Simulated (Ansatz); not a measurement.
# Screening in CsCu2I3 (Cmcm)

How strongly does CsCu2I3 (Cmcm) screen? Routes: perturbation theory, a sum over states and the RPA step of G0W0.

Main program and level: Ansatz 0.2.0; linear response on r2SCAN, plane waves, PAW.

The database entry behind the starting cell differs from other determinations, so it need not match the best structure at room temperature.

In doubt: GW on d or f shells is unreliable with these PAW files (step 4), so the values of those runs are not to be relied on.

## (1) The structure

Symmetry: Cmcm, No. 63, orthorhombic system. The conventional cell has a = 10.548 Å, b = 13.172 Å, c = 6.097 Å, α = 90.00°, β = 90.00°, γ = 90.00°. Cs has 10 I at 3.88 to 4.47 Å nearest. Nearest to Cu lie 4 I at 2.60 to 2.70 Å. Nearest to I lie 4 Cu at 2.70 Å and 2 Cs at 4.09 Å. Nearest to I lie 2 Cu at 2.60 Å and 4 Cs at 3.88 to 4.47 Å. Farther neighbours, and contacts between anions beyond the nearest, are not listed.

The cell and positions come from the Crystallography Open Database and are kept as given unless a step says otherwise. The default PAW set here is soft_2. Its files were made with PBE.

## (2) Response to a homogeneous field

ε∞ sets how strongly the crystal screens. Perturbation theory gives it with local fields and without a sum over empty bands.

This step: dielectric response by perturbation theory, r2SCAN, plane waves, PAW.

input.yaml

```yaml
crystal:
  lattice:
    - [5.27395, -6.58625, 0.0]
    - [5.27395, 6.58625, 0.0]
    - [0.0, 0.0, 6.09718]
  atoms:
    - { symbol: Cs, position: [0.3278, 0.6722, 0.25] }
    - { symbol: Cs, position: [0.6722, 0.3278, 0.75] }
    - { symbol: Cu, position: [0.851, 0.851, 0.0] }
    - { symbol: Cu, position: [0.149, 0.149, 0.5] }
    - { symbol: Cu, position: [0.149, 0.149, 0.0] }
    - { symbol: Cu, position: [0.851, 0.851, 0.5] }
    - { symbol: I, position: [0.8796, 0.1204, 0.25] }
    - { symbol: I, position: [0.1204, 0.8796, 0.75] }
    - { symbol: I, position: [0.836, 0.598, 0.25] }
    - { symbol: I, position: [0.164, 0.402, 0.75] }
    - { symbol: I, position: [0.598, 0.836, 0.75] }
    - { symbol: I, position: [0.402, 0.164, 0.25] }
kpoints:
  mp_grid: { grid: [4, 4, 4] }
hamiltonian:
  xc: r2scan
scf:
  occupations: { method: fixed }
dielectric: {}
```

Command:

```console
$ ansatz run input.yaml --threads 24 --pin off --max-ram 82944MiB --backend cuda --events-out ev --progress --plain --runs-dir out --devices 1 --max-vram 78GiB
```

Log:

```text
GPUs: using 1 of 1 available (devices: 1).
Engine: ansatz 0.2.0, aarch64-unknown-linux-gnu
Pseudopotentials: kind: paw
Pseudopotential: Cs, paw, valence charge 9, recommended cutoff 500 eV (meta_gga), Cs.paw.azcp
Pseudopotential: Cu, paw, valence charge 19, recommended cutoff 500 eV (meta_gga), Cu.paw.azcp
Pseudopotential: I, paw, valence charge 17, recommended cutoff 500 eV (meta_gga), I.paw.azcp
Functional definition: r2SCAN
  parameter k0 = 0.174
  parameter k1 = 0.065
  parameter a1 = 4.9479
  exchange = r2scan_x(k0 = k0, k1 = k1, a1 = a1)
  correlation = r2scan_c
concurrent solve slots: 18 of 24 are kept, ahead of what memory takes: no pass of the eigensolver takes more rounds on 18
[...]
Crystal: 12 atoms, lattice volume = 423.578 Å³
Basis set: ecut = 500 eV, 10765 PW (Γ), exchange–correlation on 256×256×192 points (64 copies of the dense FFT grid, shifted against one another)
Bands: 118, of which v1, the nominal top of the filled ones, is band 98 counted from 1 (97 counted from 0)
Symmetry: 8 space group operations
k-points: 36 of 64 (irreducible under 1 space group operation, time reversal used)
Non-local potential: Cs, projectors of the file, l = 0: 3, l = 1: 2, l = 2: 2, l = 3: 2
Non-local potential: Cu, projectors of the file, l = 0: 3, l = 1: 2, l = 2: 3, l = 3: 1
Non-local potential: I, projectors of the file, l = 0: 2, l = 1: 2, l = 2: 2, l = 3: 2
PAW form: soft (Blöchl's): semilocal exchange-correlation on the pseudo side does not see the compensation charge
PAW frozen core: Cs, regenerated for the run's functional (the file was generated under x = pbe(κ = 0.804, μ = 0.219515), c = pbe(β = 0.066725))
PAW frozen core: Cu, regenerated for the run's functional (the file was generated under x = pbe(κ = 0.804, μ = 0.219515), c = pbe(β = 0.066725))
PAW frozen core: I, regenerated for the run's functional (the file was generated under x = pbe(κ = 0.804, μ = 0.219515), c = pbe(β = 0.066725))
PAW one-centre angular grid: Cs, 302 points (default); XC on 160 Gauss nodes
PAW one-centre angular grid: Cu, 590 points (default); XC on 160 Gauss nodes
PAW one-centre angular grid: I, 590 points (default); XC on 160 Gauss nodes
Initial density: superposition of atomic densities (neutral atoms: chi_scale 0, normalization atom), corrected by the library's trained network
Initial wavefunctions: pseudopotential atomic-orbital guess
[...]
Functional: x = r2scan, c = r2scan; τ floored in thin density (d = 2e-4 eV/Å³)
SCF iter   1: F=—  HF=-83073.818246 eV  |F-HF|=—  |Δ(HF+E_count)|=         —  Δρ=1.66e-2  dr2=6.99e-1  dr2_τ=7.67e-3  ethr=1.77e-3  ⟨swp⟩=5.3  Hψ=13703  notcnv=0  defer=596
preconditioner: auto → Resta (q_TF=auto, 2.399 Å⁻¹)  ε∞=4.5  [insulator: Δε(μ)=2.711 eV  Ē_g=9.636 eV  n_scr=96 (ndim 8)  ℏωp=18.0 eV  f_vac=0.164  ε∞_Penn≈4.5]
SCF iter   2: F=—  HF=-83073.830318 eV  |F-HF|=—  |Δ(HF+E_count)|=   1.21e-2  Δρ=9.63e-3  dr2=2.37e-1  dr2_τ=5.89e-3  ethr=3.57e-4  ⟨swp⟩=3.0  Hψ=8696  notcnv=0  defer=643
[...]
SCF iter  12: F=-83073.734950 eV  HF=-83073.734950 eV  |F-HF|=1.16e-10  |Δ(HF+E_count)|=  1.60e-10  Δρ=1.80e-7  dr2=9.34e-11  dr2_τ=7.15e-13  ethr=1.00e-12  ⟨swp⟩=3.0  Hψ=9720  notcnv=0
SCF 1 converged in 12 iterations: F = -83073.734950 eV  dr2 = 9.34e-11
  greatest PAW one-centre occupation: 1.000 electrons in one spin orbital (limit 2), on the Cu atom at site 5 (counted from 0), in its partial waves of l = 0
the response reads at least the filled bands of the reference SCF and the lowest empty band at each k-point, and that SCF's band table does not vouch for those bands. The notice of the band table in this run's record says why
[...]
NSCF: frozen V_eff on 1 k-points
[...]
NSCF: frozen V_eff on 1 k-points
[...]
DFPT response loops at Γ: preconditioner auto → none (the input reference at scf.mixing.eps_inf says where Resta's filter doesn't serve); β = 0.50; Broyden in place of MSR1
── the response to a field inside a basis, on 6×6×6 k-points: an SCF that follows is theirs, and a resumed run solves both again ──
[...]
Bands: 99, of which v1, the nominal top of the filled ones, is band 98 counted from 1 (97 counted from 0)
k-points: 36 of 216
[...]
Eigensolver: Dense (36 Hₖ)
[...]
SCF 1 converged in 6 iterations: F = -83073.390381 eV  dr2 = 8.28e-8
[...]
SCF converged after 12 iterations
[...]
k-point 2: bands = ["-108.6261", "-108.6261", "-108.6260", "-108.6260", "-64.5094", "-64.5094", "-64.5092", "-64.5092", "-64.4988", "-64.4988", "-64.4968", "-64.4968", "-64.4928", "-64.4928", "-64.4927", "-64.4927", "-40.0832", "-40.0832", "-40.0775", "-40.0775", "-40.0761", "-40.0761", "-40.0697", "-40.0697", "-40.0641", "-40.0641", "-39.5947", "-39.5947", "-39.5946", "-39.5946", "-39.5918", "-39.5918", "-39.5918" [...]
  k-point 35: bands = ["-108.6261", "-108.6261", "-108.6260", "-108.6260", "-64.5094", "-64.5094", "-64.5092", "-64.5092", "-64.4988", "-64.4988", "-64.4968", "-64.4968", "-64.4928", "-64.4928", "-64.4927", "-64.4927", "-40.0832", "-40.0832", "-40.0775", "-40.0775", "-40.0761", "-40.0761", "-40.0697", "-40.0697", "-40.0641", "-40.0641", "-39.5947", "-39.5947", "-39.5946", "-39.5946", "-39.5918", "-39.5918", "-39.5918 [...]
--- Dielectric response (ions clamped): 3 representative field directions + reference, inside a basis on a mesh of 216 k-points (Σ response iterations 21) ---
  ε∞ (high-frequency dielectric tensor):
        4.035766     0.000000     0.000000
        0.000000     3.911123    -0.000000
        0.000000    -0.000000     4.246718
  Born effective charges Z* (e; rows j = field, columns β = displacement):
    site 0:
         1.47827    0.00000   -0.00000
        -0.00000    1.38645   -0.00000
        -0.00000    0.00000    1.42925
    site 1:
         1.47827    0.00000   -0.00000
        -0.00000    1.38645   -0.00000
        -0.00000    0.00000    1.42925
    site 2:
         0.91772    0.00000    0.00000
        -0.00000    0.78760   -0.07811
         0.00000   -0.01922    1.12377
    site 3:
         0.91772    0.00000   -0.00000
        -0.00000    0.78760    0.07811
         0.00000    0.01922    1.12377
    site 4:
         0.91772    0.00000    0.00000
        -0.00000    0.78760   -0.07811
         0.00000   -0.01922    1.12377
    site 5:
         0.91772    0.00000   -0.00000
        -0.00000    0.78760    0.07811
         0.00000    0.01922    1.12377
    site 6:
        -1.01095   -0.00000   -0.00000
        -0.00000   -0.99608    0.00000
        -0.00000    0.00000   -1.25458
    site 7:
        -1.01095    0.00000   -0.00000
        -0.00000   -0.99608    0.00000
        -0.00000    0.00000   -1.25458
    site 8:
        -1.15138   -0.28758   -0.00000
        -0.28860   -0.98278    0.00000
        -0.00000    0.00000   -1.21110
    site 9:
        -1.15138   -0.28758   -0.00000
        -0.28860   -0.98278    0.00000
        -0.00000    0.00000   -1.21110
    site 10:
        -1.15138    0.28758   -0.00000
         0.28860   -0.98278    0.00000
        -0.00000    0.00000   -1.21110
    site 11:
        -1.15138    0.28758   -0.00000
         0.28860   -0.98278    0.00000
        -0.00000    0.00000   -1.21110
  Z* charge neutrality: 1.126e-2 e pre-enforcement
  solved inside a basis spanned on kpoints, on 6×6×6 k-points, taken by the longest dipole's decay: ε∞ is read to err by 2.0e-2, Z* by 1.1e-1 e (field_mesh: kpoints solves on kpoints); Z* is corrected for what the basis lacks
```

It took 40 s on 1 × NVIDIA GB200 (shared by 2 runs) with 24 threads of Arm Neoverse V2, shared host; peak memory 11 GiB; 8.3 min of CPU time.

Reading the cycles: dr2 is the Hartree energy of the density residual (eV), the measure of convergence; HF is the Harris–Foulkes estimate of the energy, which meets the free energy F at convergence.

This step gave:

| Item | Value |
| --- | --- |
| stated error of ε∞ | 0.02 |

One over ε∞ averages 0.25, near the quarter of exact exchange in PBE0.

High-frequency dielectric tensor:

```
4.04 0.00 0.00
0.00 3.91 0.00
0.00 0.00 4.25
```

Born effective charge (e), principal values of the symmetric part by kind of site:

| atom | atoms with these values | low | middle | high | mean |
| --- | --- | --- | --- | --- | --- |
| Cs1 | 2 | 1.39 | 1.43 | 1.48 | 1.43 |
| Cu3 | 4 | 0.78 | 0.92 | 1.13 | 0.94 |
| I7 | 2 | -1.25 | -1.01 | -1.00 | -1.09 |
| I9 | 4 | -1.37 | -1.21 | -0.77 | -1.12 |

In full for I9:

```
-1.15 -0.29  0.00
-0.29 -0.98  0.00
 0.00  0.00 -1.21
```

## (3) Independent-particle spectrum

The independent-particle spectrum shows where the oscillator strength lies, before excitons and local fields.

This step: independent-particle optics on r2SCAN, plane waves, PAW.

Changes to input.yaml since step 2:

```diff
@@ -24,2 +24,4 @@
   occupations: { method: fixed }
-dielectric: {}
+  n_extra_bands: 290
+output:
+  optics: { e_range: [0, 25], de: 0.1, sigma: 0.2 }
```

Log:

```text
[...]
GPUs: using 1 of 1 available (devices: 1).
[...]
Crystal: 12 atoms, lattice volume = 423.578 Å³
Basis set: ecut = 500 eV, 10765 PW (Γ), exchange–correlation on 256×256×180 points (64 copies of the dense FFT grid, shifted against one another)
Bands: 388, of which v1, the nominal top of the filled ones, is band 98 counted from 1 (97 counted from 0)
[... 1 set-up line as in the run before ...]
[...]
k-points: 21 of 64
[...]
SCF iter   1: F=—  HF=-83073.825517 eV  |F-HF|=—  |Δ(HF+E_count)|=         —  Δρ=1.65e-2  dr2=6.95e-1  dr2_τ=7.50e-3  ethr=1.77e-3  ⟨swp⟩=5.0  Hψ=27540  notcnv=0  defer=6013
[...]
SCF iter   6: F=—  HF=-83073.733553 eV  |F-HF|=—  |Δ(HF+E_count)|=   1.71e-3  Δρ=7.06e-5  dr2=1.30e-5  dr2_τ=6.74e-7  ethr=7.01e-8  ⟨swp⟩=2.0  Hψ=3116  notcnv=0  defer=6009
[...]
SCF iter  10: F=—  HF=-83073.734950 eV  |F-HF|=—  |Δ(HF+E_count)|=   2.92e-9  Δρ=1.75e-7  dr2=1.39e-10  dr2_τ=1.16e-11  ethr=2.37e-12  ⟨swp⟩=2.0  Hψ=3904  notcnv=0  defer=5986
SCF iter  11: F=—  HF=-83073.734950 eV  |F-HF|=—  |Δ(HF+E_count)|=  8.73e-11  Δρ=1.02e-7  dr2=3.35e-11  dr2_τ=7.41e-13  ethr=1.00e-12  ⟨swp⟩=1.2  Hψ=2198  notcnv=0  defer=5986
[...]
SCF 1 converged in 12 iterations: F = -83073.734950 eV  dr2 = 2.80e-12
[...]
SCF converged after 12 iterations
[...]
```

Run time: 39 s. Hardware: 1 × NVIDIA GB200 (shared by 2 runs) with 24 threads; peak memory 9.6 GiB.

Read from the output:

| Quantity | Value |
| --- | --- |
| ε∞ without local fields (xx, yy, zz) | 4.472, 4.444, 4.536 |
| electrons in the f-sum (xx, yy, zz) | 143.2, 143.4, 143.3 |
| bands in the explicit sum (the static value is completed to all bands) | 388 |

The sum gives ε∞ = 4.47, 4.44 and 4.54 without local fields.

Independent particles, no local fields, Gaussian width 0.2 eV. ε₂ against photon energy; read off at these points:

| photon energy (eV) | xx | yy | zz |
| --- | --- | --- | --- |
| 2.0 | 2.6e-5 | 0 | 0 |
| 3.0 | 0.430 | 0.443 | 0.306 |
| 4.0 | 2.51 | 2.74 | 2.22 |
| 5.0 | 2.95 | 2.85 | 3.70 |
| 6.0 | 3.93 | 3.50 | 4.36 |
| 6.8 | 9.05 | 9.12 | 8.81 |
| 7.0 | 8.17 | 8.50 | 9.59 |
| 8.0 | 4.03 | 4.41 | 3.79 |
| 9.0 | 3.85 | 3.28 | 3.33 |
| 10.0 | 2.22 | 2.31 | 2.17 |
| 11.0 | 1.47 | 1.54 | 1.50 |
| 12.0 | 1.29 | 1.28 | 1.31 |
| 13.0 | 1.49 | 1.91 | 1.21 |
| 14.0 | 1.57 | 1.62 | 1.40 |
| 15.0 | 1.82 | 1.91 | 1.86 |
| 16.0 | 1.19 | 1.25 | 1.35 |
| 17.0 | 0.763 | 0.775 | 0.791 |
| 18.0 | 0.622 | 0.565 | 0.572 |
| 19.0 | 0.476 | 0.435 | 0.442 |
| 20.0 | 0.396 | 0.378 | 0.381 |
| 21.0 | 0.324 | 0.347 | 0.332 |
| 22.0 | 0.272 | 0.313 | 0.261 |
| 23.0 | 0.215 | 0.228 | 0.206 |
| 24.0 | 0.190 | 0.179 | 0.168 |
| 25.0 | 0.149 | 0.159 | 0.158 |

Independent particles, no local fields, Gaussian width 0.2 eV. Loss function against photon energy; read off at these points:

| photon energy (eV) | xx | yy | zz |
| --- | --- | --- | --- |
| 2.0 | 0 | 0 | 0 |
| 3.0 | 0.0126 | 0.0122 | 0.00886 |
| 4.0 | 0.0553 | 0.0677 | 0.0411 |
| 5.0 | 0.0815 | 0.0904 | 0.0808 |
| 6.0 | 0.0773 | 0.0659 | 0.0958 |
| 7.0 | 0.121 | 0.113 | 0.0951 |
| 8.0 | 0.243 | 0.214 | 0.223 |
| 9.0 | 0.255 | 0.304 | 0.296 |
| 10.0 | 0.405 | 0.418 | 0.379 |
| 11.0 | 0.670 | 0.644 | 0.639 |
| 11.4 | 0.740 | 0.723 | 0.753 |
| 12.0 | 0.717 | 0.684 | 0.718 |
| 13.0 | 0.605 | 0.466 | 0.765 |
| 14.0 | 0.594 | 0.609 | 0.598 |
| 15.0 | 0.544 | 0.520 | 0.530 |
| 16.0 | 0.777 | 0.683 | 0.696 |
| 17.0 | 1.27 | 1.24 | 1.21 |
| 18.0 | 1.60 | 1.75 | 1.74 |
| 19.0 | 2.03 | 2.13 | 2.13 |
| 19.2 | 2.10 | 2.05 | 2.17 |
| 19.3 | 2.11 | 2.01 | 2.15 |
| 20.0 | 2.05 | 1.89 | 1.94 |
| 21.0 | 1.76 | 1.60 | 1.70 |
| 22.0 | 1.42 | 1.48 | 1.43 |
| 23.0 | 0.994 | 1.11 | 0.970 |
| 24.0 | 0.710 | 0.690 | 0.652 |
| 25.0 | 0.491 | 0.532 | 0.487 |

Independent particles, no local fields, Gaussian width 0.2 eV. ε₁ against photon energy:

| photon energy (eV) | xx | yy | zz |
| --- | --- | --- | --- |
| 0.0 | 4.45 | 4.42 | 4.51 |
| 0.5 | 4.47 | 4.44 | 4.53 |
| 1.0 | 4.54 | 4.51 | 4.60 |
| 1.5 | 4.68 | 4.65 | 4.73 |
| 2.0 | 4.92 | 4.88 | 4.95 |
| 2.5 | 5.40 | 5.32 | 5.34 |
| 3.0 | 5.84 | 6.01 | 5.87 |
| 3.5 | 6.47 | 6.56 | 6.59 |
| 4.0 | 6.25 | 5.74 | 7.01 |
| 4.5 | 5.52 | 5.00 | 6.18 |
| 5.0 | 5.24 | 4.84 | 5.67 |
| 5.5 | 5.31 | 5.51 | 5.42 |
| 6.0 | 5.95 | 6.39 | 5.15 |
| 6.5 | 6.29 | 6.74 | 6.27 |
| 7.0 | 0.978 | 1.78 | 2.98 |
| 7.5 | -0.222 | -0.578 | -1.79 |
| 8.0 | -0.599 | -1.09 | -1.62 |
| 8.5 | 0.279 | -0.439 | -0.531 |
| 9.0 | -0.545 | -0.163 | -0.410 |
| 9.5 | -0.791 | -0.444 | -0.808 |
| 10.0 | -0.737 | -0.442 | -1.00 |
| 10.5 | -0.464 | -0.403 | -0.474 |
| 11.0 | -0.167 | -0.129 | -0.306 |
| 11.5 | 0.167 | 0.113 | -0.0550 |
| 12.0 | 0.364 | 0.481 | 0.327 |
| 12.5 | 0.513 | 0.755 | 0.263 |
| 13.0 | 0.489 | 0.676 | 0.348 |
| 13.5 | 0.384 | 0.261 | 0.445 |
| 14.0 | 0.425 | 0.198 | 0.622 |
| 14.5 | 0.407 | 0.415 | 0.518 |
| 15.0 | 0.158 | 0.132 | 0.240 |
| 15.5 | -0.380 | -0.321 | -0.269 |
| 16.0 | -0.333 | -0.517 | -0.335 |
| 16.5 | -0.272 | -0.294 | -0.317 |
| 17.0 | -0.139 | -0.162 | -0.171 |
| 17.5 | -0.0435 | -0.127 | -0.135 |
| 18.0 | -0.0453 | -0.0539 | -0.0331 |
| 18.5 | 0.0336 | 0.0478 | 0.0212 |
| 19.0 | 0.0869 | 0.123 | 0.109 |
| 19.5 | 0.162 | 0.180 | 0.189 |
| 20.0 | 0.189 | 0.240 | 0.226 |
| 20.5 | 0.246 | 0.270 | 0.259 |
| 21.0 | 0.282 | 0.311 | 0.292 |
| 21.5 | 0.315 | 0.330 | 0.308 |
| 22.0 | 0.343 | 0.336 | 0.339 |
| 22.5 | 0.378 | 0.359 | 0.376 |
| 23.0 | 0.413 | 0.392 | 0.412 |
| 23.5 | 0.453 | 0.426 | 0.448 |
| 24.0 | 0.481 | 0.476 | 0.479 |
| 24.5 | 0.492 | 0.493 | 0.515 |
| 25.0 | 0.530 | 0.523 | 0.548 |

## (4) RPA screening from the G0W0 run

Now the one-shot GW correction: screening in the RPA, then the self-energy of the levels asked for.

This step: G0W0 on r2SCAN, plane waves, PAW.

Changes to input.yaml since step 3:

```diff
@@ -19,3 +19,3 @@
 kpoints:
-  mp_grid: { grid: [4, 4, 4] }
+  mp_grid: { grid: [2, 2, 2] }
 hamiltonian:
@@ -24,4 +24,7 @@
   occupations: { method: fixed }
-  n_extra_bands: 290
-output:
-  optics: { e_range: [0, 25], de: 0.1, sigma: 0.2 }
+gw:
+  n_empty_bands: 961
+  ecut_chi: 100.0
+  qp_bands: [v4, c4]
+  qp_kpoints: band_edges
+  screening: { model: contour_deformation }
```

Log:

```text
GPUs: using 1 of 1 available (devices: 1).
[...]
Crystal: 12 atoms, lattice volume = 423.578 Å³
Basis set: ecut = 500 eV, 10765 PW (Γ), exchange–correlation on 256×256×180 points (64 copies of the dense FFT grid, shifted against one another)
Bands: 118, of which v1, the nominal top of the filled ones, is band 98 counted from 1 (97 counted from 0)
[... 1 set-up line as in the run before ...]
[...]
k-points: 6 of 8
[...]
0   101      9.6592    -7.8597    -3.4771   -11.8778  0.8099    10.2039    10.2002  root
     0   102      9.6776    -8.5271    -3.6867   -12.8665  0.8060    10.3357    10.3303  root
[...]
5    99     10.4051    -7.9325    -3.9334   -12.4676  0.8044    11.0120    11.0068  root
     5   100     10.4051    -7.9325    -3.9334   -12.4676  0.8044    11.0120    11.0068  root
     5   101     10.5910    -8.5749    -3.9931   -13.2309  0.8003    11.2604    11.2539  root
     5   102     10.5910    -8.5749    -3.9931   -13.2309  0.8003    11.2604    11.2539  root
[key lines of the parts left out:]
SCF converged after 9 iterations
```

Wall time 14 s (1 × NVIDIA GB200 (shared by 2 runs) with 24 threads); peak memory 4.8 GiB; 46 s of CPU time.

This step gave:

- bands summed: 1059
- RPA ε∞ on this mesh (eigenvalues): 3.806, 3.884, 3.942
- plane waves in the screening matrix: 955
- G0W0 gap on the mesh: 3.354 eV
- k of the valence top: 0, 0, 0
- k of the conduction bottom: 0, 0, 0
- starting gap on the mesh: 2.496 eV
- least direct G0W0 gap on the computed points: 3.354 eV

The gap on the mesh goes from 2.50 eV to 3.35 eV, a correction of +0.86 eV. Between the two edge states, bare exchange in place of the xc potential would open the gap by 9.65 eV, and correlation takes back 8.79 eV.

Mean over the mesh in bins of 0.25 1/Å. Table of static inverse dielectric function, diagonal by length of q+G:

| length of q+G (Å⁻¹) | static inverse dielectric function, diagonal |
| --- | --- |
| 0.47 | 0.327 |
| 0.72 | 0.381 |
| 1.01 | 0.462 |
| 1.25 | 0.524 |
| 1.53 | 0.595 |
| 1.76 | 0.651 |
| 2.00 | 0.704 |
| 2.24 | 0.750 |
| 2.50 | 0.790 |
| 2.76 | 0.823 |
| 3.01 | 0.852 |
| 3.25 | 0.875 |
| 3.49 | 0.895 |
| 3.74 | 0.914 |
| 3.99 | 0.930 |
| 4.25 | 0.944 |
| 4.50 | 0.955 |
| 4.75 | 0.964 |
| 4.99 | 0.972 |

## (5) The values together

Times are wall times on 1 × NVIDIA GB200 (shared by 2 runs) with 24 threads of Arm Neoverse V2, shared host, good to a factor of about two.

| method | mesh | ε∞, low | middle | high | mean | time |
| --- | --- | --- | --- | --- | --- | --- |
| perturbation theory (local fields and xc kernel) | 4×4×4 (response on 216 points) | 3.91 | 4.04 | 4.25 | 4.06 | 40 s |
| sum over states (no local fields) | 4×4×4 | 4.44 | 4.47 | 4.54 | 4.48 | 39 s |
| RPA with local fields, on the GW mesh | 2×2×2 | 3.81 | 3.88 | 3.94 | 3.88 | 14 s |

## (6) Summary of results

| Item | Value |
| --- | --- |
| perturbation theory (local fields and xc kernel) | 3.91, 4.04, 4.25 |
| sum over states (no local fields) | 4.44, 4.47, 4.54 |
| RPA with local fields, on the GW mesh | 3.81, 3.88, 3.94 |

**Reading.** Mean Born effective charge: Cs1 1.43, Cu3 0.94, I7 -1.09, I9 -1.12 e. The ε₂ (xx) has its highest peak at 6.8 eV. The loss function (xx) has its highest peak at 19.3 eV. The sum without local fields gives 4.48 in the mean against 4.06 by perturbation theory; local fields lower ε∞ and the xc kernel gives part of it back, though the sum also carries the error of its own mesh. The RPA values on the 2×2×2 mesh average 0.95 times those of perturbation theory (means 3.88 and 4.06). Without the xc kernel RPA should lie a little lower, as the mean does. r2SCAN usually puts the gap too low, which tends to raise ε∞. Ions are clamped, so the lattice part of the static constant is not in these numbers.

[Long decimals in the printed logs are rounded to 6 places.]

[Logs are printed without paths, hosts, clocks, repeated set-up lines and the standing remarks that a program may print on its own settings, such as how far it seeks lower states.]

[Paths, hosts, dates, memory and timing lines, banners, echoed tables and standing remarks are left out of the program output; an Ansatz launch command may be rebuilt from the run's recorded settings. Measured values are a selection of at most five: reports struck by readers or far from the other reports are left out. None is set beside runs whose start may be inverted or whose files or cutoffs have a known fault.]

[Runs of the session that timed out or met a known fault of the program may be left out.]

[Cells called generated may have been cut or substituted from an entry of the Crystallography Open Database or the Materials Project.]

[Hosts, paths, dates, database ids (printed as entryN), source tags and the programs' standing remarks are cut or masked in the printed files.]

[Where the starting crystal was built by hand or by swapping elements, it need not be the compound's stable phase.]
